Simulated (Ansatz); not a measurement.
# Leakage through graphene between Cu(111) and Cu(111): one more thickness

The current through thinner graphene barriers is known. What leaks through 4 layers at 0.25 V?

How it was computed: Ansatz 0.2.0, plane waves with PAW datasets, PBE; a slab with two metal leads whose outer parts are reservoirs, with density and current solved under bias (Landauer, 300 K). The graphene is strained to the lead's lattice, the interfaces are relaxed in a short slab (PBE+D3(BJ)), and bulk layers are laid on.

The runs, with one result withheld:

```
layers of graphene  cell length (Å)  drop between the leads' cuts at 0.25 V (V)  current density at 0.25 V (A/m²)
                 1            71.45                                       0.205                         5.31×10¹³
                 2            75.24                                       0.248                         1.01×10¹²
                 3            78.70                                       0.249                         3.03×10¹⁰
                 4            82.49                                       0.249                                 ?
```

**Fit on the rows shown.**

Where the leads have few states near graphene's K points, the current should fall by a roughly fixed factor for each layer; the steps shown give 52 and 33 per layer. A straight line through ln J for 2 and 3 layers has the slope −3.507 per layer, a factor of 33; with about 3.46 Å per layer that is β = 1.0 Å⁻¹. Then J = exp(34.656 − 3.507 × 4). Predicted: 9.10×10⁸ A/m².

**The withheld run.**

5.34×10⁸ A/m², so the prediction is 70 % too high. From 3 to 4 layers the current falls by 57 per layer, against the fitted 33. The relaxed cell grows by 3.46 and 3.79 Å per layer over these steps, which feeds into the factors. The steps are uneven, so one factor describes this series only roughly.

**Limits.** On every other k-point the currents of these runs, at any bias, move by up to 13 %. Graphene has no gap: it blocks electrons whose wavevector lies away from the K points, so the decay depends on the leads' states; each thickness has its own relaxed interfaces.

[Logs are printed without paths, hosts, clocks, repeated set-up lines and the standing remarks that a program may print on its own settings, such as how far it seeks lower states.]
